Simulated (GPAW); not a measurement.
Consider K3ClO (Pm).

```xyz
5
Lattice="5.1439 0.0000 0.0000 0.0000 5.1368 0.0000 -0.0410 0.0000 5.1465" Properties=species:S:1:pos:R:3 pbc="T T T"
K     2.6531    0.0000    0.1495
K    -0.0244    2.5684    4.9870
K     0.1899    0.0000    2.5744
Cl    2.5431    2.5684    2.5815
O     0.0722    0.0000    0.0006
```

Absorber: atom 3, with 2 O at 2.58 Å (linear, site symmetry m). Method: GPAW, LDA, full core hole (charged cell), 10-atom cell with 7.2 Å between holes, 3×3×3 k points, dipole transitions, Gaussian full width 0.9 eV up to 4 eV, rising linearly to 3.5 eV at 25 eV.

Q: Predict the near-edge structure at the K K edge.

Main maxima up to 30 eV above the zero (height): 3.8 eV (1.74), 8.9 eV (0.74), 13.9 eV (1.85) and 28.2 eV (1.12). A K edge sees empty p states on the absorber. The total-energy difference plus the lowest empty eigenvalue puts the zero at 3611.04 eV. One term is added: -19.73 eV, since the hole is spin-paired here and a spin-polarised one costs that much less in the free atom (computed apart). The photon energy is then 3591.31 eV. The tabulated edge of the element is 3608.4 eV. The functional and the charged cell's background leave an error in such absolute values: in the free atom LDA prices this hole 11.1 eV below PBE (computed apart), and PBE is itself good to a few eV.

The K K spectrum (energy from the lowest empty level; intensity scaled to a mean of 1 over the first 20 eV; polarised curves are means over the symmetry-equivalent atoms):

```csv
E (eV),isotropic,ε ∥ x,ε ∥ y,ε ∥ z
-2.00,0.00,0.00,0.00,0.00
-1.25,0.00,0.00,0.00,0.00
-0.50,0.00,0.00,0.00,0.00
0.25,0.02,0.02,0.02,0.01
1.00,0.11,0.16,0.15,0.02
1.75,0.44,0.64,0.63,0.04
2.50,0.74,1.08,0.99,0.15
3.25,1.34,1.92,1.84,0.27
4.00,1.71,2.24,2.35,0.53
4.75,1.45,1.67,1.73,0.94
5.50,1.11,0.94,0.92,1.46
6.25,0.80,0.67,0.69,1.02
7.00,0.47,0.41,0.42,0.59
7.75,0.49,0.50,0.49,0.48
8.50,0.71,0.83,0.86,0.43
9.25,0.71,0.91,0.96,0.25
10.00,0.69,0.87,0.88,0.31
10.75,0.88,0.97,0.93,0.76
11.50,1.08,0.90,0.85,1.50
12.25,1.35,0.94,0.91,2.20
13.00,1.66,1.21,1.19,2.58
13.75,1.84,1.52,1.49,2.52
14.50,1.75,1.59,1.59,2.07
15.25,1.49,1.42,1.44,1.60
16.00,1.26,1.23,1.25,1.32
16.75,1.11,1.10,1.11,1.14
17.50,0.99,0.98,0.98,1.00
18.25,0.89,0.88,0.88,0.91
19.00,0.83,0.82,0.82,0.85
19.75,0.82,0.80,0.81,0.85
20.50,0.83,0.80,0.81,0.88
21.25,0.83,0.80,0.80,0.90
22.00,0.81,0.80,0.78,0.85
22.75,0.81,0.86,0.81,0.76
23.50,0.86,0.97,0.93,0.68
24.25,0.94,1.09,1.07,0.66
25.00,1.00,1.16,1.16,0.69
25.75,1.03,1.17,1.19,0.75
26.50,1.06,1.16,1.20,0.82
27.25,1.09,1.16,1.21,0.91
28.00,1.12,1.16,1.21,0.98
28.75,1.11,1.14,1.16,1.03
29.50,1.05,1.08,1.06,1.02
30.25,0.97,0.99,0.95,0.97
31.00,0.89,0.91,0.86,0.90
```

The crystal has 3 inequivalent K sites and not all are shown here, while a measurement adds them all. The mesh is coarse (0.41 Å⁻¹ between points), so small maxima may be mesh ripples. Lifetime broadening is put in by hand, and intensities beyond about 20 eV depend on it and on the partial waves. The structure is a computed Materials Project entry and may be a hypothetical form.

[Banner, clock and machine lines of the logs are left out without a mark of their own.]

[Logs are printed without paths, hosts, clocks, repeated set-up lines and the standing remarks that a program may print on its own settings, such as how far it seeks lower states.]

[Hosts, paths, dates, database ids (printed as entryN), source tags and the programs' standing remarks are cut or masked in the printed files.]

[Lists of maxima count a maximum above −3 eV only where it reaches 4 % of the highest in the window and stands out from its surroundings by 2 % of it (1.5 % where it reaches 55 %); shoulders and weaker maxima are passed over, and of the rest the first, up to two pre-edge ones and the few strongest are named.]
